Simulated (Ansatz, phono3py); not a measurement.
# Heat carried by phonons in NaCl (Fm-3m)

Aim: the lattice thermal conductivity of NaCl against temperature, and which phonons carry it.

Measurements to reproduce:
- thermal conductivity 7.1 W/m/K near room temperature (given in “Combining the AFLOW GIBBS and Elastic Libraries to efficiently and robustly screen thermo-mechanical properties of solids”, 2017, arXiv:1611.05714)
- thermal conductivity 7.1 W/m/K near room temperature (given in “Predicting the lattice thermal conductivity of solids by solving the Boltzmann transport equation: AFLOW - AAPL an automated, accurate and efficient framework”, 2017, arXiv:1611.05481)

Calculated with Ansatz 0.2.0; DFT LDA, scalar-relativistic, plane waves, PAW.

Report form: the programs' logs are mostly left out.

The database entry behind the starting cell differs from later determinations by our own check (an axis about 0.4 % short against later determinations), so it need not match the best structure at ambient conditions.

### 1. The structure

The structure is cubic, space group Fm-3m (No. 225). The conventional cell has a = 5.620 Å, b = 5.620 Å, c = 5.620 Å, α = 90.00°, β = 90.00°, γ = 90.00°. Na has 6 Cl at 2.81 Å nearest. Cl has 6 Na at 2.81 Å nearest. Farther neighbours and most contacts between anions are not listed.

### 2. Probe on a coarse mesh

Before spending time, one coarse run tells the gap and the pressure of the starting cell.

input.yaml

```yaml
crystal:
  lattice:
    - [0.0, 2.81, 2.81]
    - [2.81, 0.0, 2.81]
    - [2.81, 2.81, 0.0]
  atoms:
    - { symbol: Na, position: [0.0, 0.0, 0.0] }
    - { symbol: Cl, position: [0.5, 0.5, 0.5] }
kpoints:
  mp_grid: { grid: [6, 6, 6] }
hamiltonian:
  xc: lda
scf:
  occupations: { method: gaussian, width: 0.1 }
output:
  forces: true
  stress: true
  eigenvalues: true
```

Launch:

```console
> ansatz run input.yaml --threads 8 --pin off --max-ram 16384MiB --backend cpu --events-out ev --progress --plain --runs-dir out
```

Run time: 0.38 s. Hardware: 8 threads of Arm Neoverse N1, shared host; peak memory 0.27 GiB.

Numbers from this step:

```
pressure          : -2.214 GPa
gap on the k-mesh : 4.732 eV
volume per atom   : 22.19 Å³
```

The start is under -2.2 GPa at this level and looks like an insulator or semiconductor on this mesh.

### 3. Relaxation

Phonons are second derivatives about a minimum, so cell and atoms are relaxed first, inside the symmetry of the start.

input.yaml, the sections that differ from step 2:

```yaml
kpoints:
  mp_grid: { grid: [8, 8, 8] }
scf:
  occupations: { method: gaussian, width: 0.02 }
relax:
  adjacent_minimum: "off"
  f_tol: 0.005
  max_steps: 80
  cell: { stress_tol: 0.05 }
# crystal, hamiltonian, output: as in step 2
```

Run time: 1.8 s. Hardware: 8 threads; peak memory 0.3 GiB.

The steps of the relaxation:

```
step  energy less that of the first step (eV)  largest force component (eV/Å)  pressure (GPa)  volume (Å³)
   1                                   0.0000                          0.0000           -2.21        44.38
   2                                  -0.0242                          0.0000           -0.79        41.87
   3                                  -0.0269                          0.0000            0.15        40.59
   4                                  -0.0270                          0.0000           -0.01        40.79
  5*                                  -0.0269                          0.0000            0.00        40.79
```

Relaxation steps marked * repeat the geometry before them on a plane-wave basis chosen anew for their cell, so energy and pressure can jump there.

Forces are held to the 48 operations that the run works with; a distortion that breaks them can't arise in this run.

```
conventional cell, symmetrised  before  after  change
                         a (Å)   5.620  5.464  -2.8 %
                         b (Å)   5.620  5.464  -2.8 %
                         c (Å)   5.620  5.464  -2.8 %
              volume (Å³/atom)   22.19  20.40  -8.1 %
```

Final coordinates:

```xyz
2
Lattice="0.0000 2.7322 2.7322 2.7322 0.0000 2.7322 2.7322 2.7322 0.0000" Properties=species:S:1:pos:R:3 pbc="T T T"
Na    0.0000    0.0000    0.0000
Cl    2.7322    2.7322    2.7322
```

This step gave:

```
pressure          : -0.004461 GPa
gap on the k-mesh : 5.074 eV
volume per atom   : 20.40 Å³
```

The relaxation ends with a pressure of 0.00 GPa.

### 4. A second relaxation

The relaxation is run once more from where the first one ended, as the script does after a large change of volume or of the gap, with mesh and occupations reviewed.

input.yaml, the sections that differ from step 3:

```yaml
crystal:
  lattice:
    - [0.0, 2.732195184, 2.732195184]
    - [2.732195184, 0.0, 2.732195184]
    - [2.732195184, 2.732195184, 0.0]
  atoms:
    - { symbol: Na, position: [0.0, 0.0, 0.0] }
    - { symbol: Cl, position: [0.5, 0.5, 0.5] }
output:
  forces: true
  stress: true
  eigenvalues: true
  write_density: true
  write_potential: true
  elf: true
  volumetric_format: npy
# kpoints, hamiltonian, scf, relax: as in step 3
```

Elapsed: 0.88 s, on 8 threads; peak memory 0.3 GiB; 4.1 s of CPU time.

Little changed from the start: no atom moved by 0.005 Å and no cell edge by 0.1 %.

Numbers from this step:

```
pressure : -0.004465 GPa
```

Electrostatic potential energy in the ac plane of the conventional cell at fractional y = 0.000, with atoms of Na and Cl within 0.2 Å of it. With pseudopotentials it is smooth inside the atoms' cores, unlike the true potential.

Values in eV, 15 rows by 15 columns, each cell a mean:
```
-54 -29  -1   5   5  -9 -38 -50 -45 -22   2   6   3 -13 -48
-18  -6   3   6   6   1 -15 -28 -23  -5   5   7   5  -1 -13
  2   4   6   7   8   6   3   0   1   5   7   7   6   5   3
  6   6   7   8   8   7   6   5   6   7   8   8   7   7   6
  1   4   7   8   7   6   4   2   3   5   7   8   7   5   2
-26 -13   2   7   6   3  -5 -16 -11   0   5   7   5  -5 -22
-49 -35  -7   5   5  -2 -30 -54 -45 -11   3   6   1 -23 -45
-53 -41 -10   5   5  -4 -40 -58 -54 -16   2   5   0 -28 -50
-42 -27  -3   6   5   0 -18 -40 -30  -5   4   6   3 -15 -38
-12  -3   5   7   7   4   0  -4  -2   3   6   7   6   1  -9
  4   6   7   8   7   7   5   5   5   6   7   8   8   6   5
  5   6   7   8   8   7   6   5   5   7   8   8   7   6   5
 -3   1   5   7   7   5  -3 -10  -7   2   7   7   6   3  -1
-37 -15   1   6   6  -3 -27 -41 -35 -13   4   6   4  -6 -29
-58 -37  -3   5   4 -12 -42 -53 -49 -26   1   6   2 -18 -54
```
Columns run along a (5.5 Å; values clipped at the 3rd and 97th percentile), rows up along c (5.5 Å), edges of the conventional cell, whose origin can differ from the input's. Atoms in or near the plane, at fractional coordinates: Na at (0.00, 0.00), Na at (0.50, 0.50), Cl at (0.50, 0.00), Cl at (0.00, 0.50).

Valence density in the ac plane of the conventional cell at fractional y = 0.000, with atoms of Na and Cl within 0.2 Å of it. It is the smooth field of the valence electrons, not physical close to the nuclei.

Ten steps, logarithmic in the rise over the least value, from '0' (0 e/Å³) to '9' (17 e/Å³), each cell a mean:
```
962013544421048
530012444310014
100001232100000
100000011000001
221000010000012
442100354100134
443102798401244
244102799511344
443101577300245
432000122000123
210000000000011
000000111100000
210002343210002
751013444420036
972024424421159
```
Columns run along a (5.5 Å), rows up along c (5.5 Å), edges of the conventional cell, whose origin can differ from the input's. Atoms in or near the plane, at fractional coordinates: Na at (0.00, 0.00), Na at (0.50, 0.50), Cl at (0.50, 0.00), Cl at (0.00, 0.50).

ELF in the ac plane of the conventional cell at fractional y = 0.000, with atoms of Na and Cl within 0.2 Å of it. It is the smooth field of the valence electrons, not physical close to the nuclei.

Ten even steps from '_' (0.03) to '@' (0.86), each cell a mean:
```
++**::..##@@@@**##@@@@==__++++
++--__..**@@@@@@@@@@%%--__::++
________--##@@@@@@%%++..______
==--::____::======--..__..--==
@@@@##--______________..++%%@@
@@@@@@**____--++==..__--%%@@@@
**@@@@##..::**++++==__==@@@@##
==%%@@##..::**--++++__==@@@@**
%%@@@@##....++****--__==@@@@@@
@@@@%%++____..::::____::##@@@@
%%##++..____......______--**##
....____..++######**--____....
::..____++%%@@@@@@@@##::____::
**++....##@@@@%%@@@@@@--__--**
--**::..%%@@%%==**@@@@==__++++
```
Columns run along a (5.5 Å), rows up along c (5.5 Å), edges of the conventional cell, whose origin can differ from the input's. Atoms in or near the plane, at fractional coordinates: Na at (0.00, 0.00), Na at (0.50, 0.50), Cl at (0.50, 0.00), Cl at (0.00, 0.50).

### 5. Tight relaxation

The relaxation is repeated with tighter thresholds on force and stress, since phonons are sensitive to what is left; a change of mesh or smearing in the input moves the cell too.

input.yaml, the sections that differ from step 4:

```yaml
kpoints:
  mp_grid: { grid: [9, 9, 9] }
scf:
  occupations: { method: fixed }
output:
  forces: true
  stress: true
  eigenvalues: true
relax:
  adjacent_minimum: "off"
  f_tol: 0.001
  max_steps: 60
  cell: { stress_tol: 0.01 }
# crystal, hamiltonian: as in step 4
```

Elapsed: 0.92 s, on 8 threads; peak memory 0.3 GiB; 4.6 s of CPU time.

Little changed from the start: no atom moved by 0.005 Å and no cell edge by 0.1 %.

Numbers from this step:

```
pressure : -0.004416 GPa
```

The residual pressure is -0.0044 GPa, small enough for phonons.

### 6. A faulty attempt

This input was changed on purpose, to see how the program answers.

input.yaml, the sections that differ from step 5:

```yaml
kpoints:
  mp_grid: { grid: [6, 6, 6] }
scf:
  occupations: { method: fixed }
  max_iter: 80
output:
  eigenvalues: true
phonons:
  supercell: [2, 2, 2]
  dielectric: false
  third_order: { supercell: [2, 2, 2], pair_cutoff: 5.4 }
  lattice_thermal_conductivity:
    qmesh: [11, 11, 11]
    temperatures: [300]
    isotope_mass_variance:
      - { species: Cl, variance: 0.0005827 }
      - { species: Na, variance: 0.0 }
# crystal, hamiltonian: as in step 5
# relax: removed
```

The job ended after 0.11 s (8 threads; peak memory 0.096 GiB).

The program refused the input before any cycle.

The program's message: “Error: invalid value for `phonons.third_order.pair_cutoff`: 5.400 Å is not below 3.864 Å, half the shortest translation of the third-order supercell, so a pair of sites would have two images within it …”

The fault put into the input: a pair cutoff beyond half of the supercell.

(Continued in part 2 of 2.)

[Logs are printed without paths, hosts, clocks, repeated set-up lines and the standing remarks that a program may print on its own settings, such as how far it seeks lower states.]

[Hosts, paths, dates, database ids (printed as entryN), source tags and the programs' standing remarks are cut or masked in the printed files.]

[A step with changed settings may run another functional than the one named; its input shows which.]
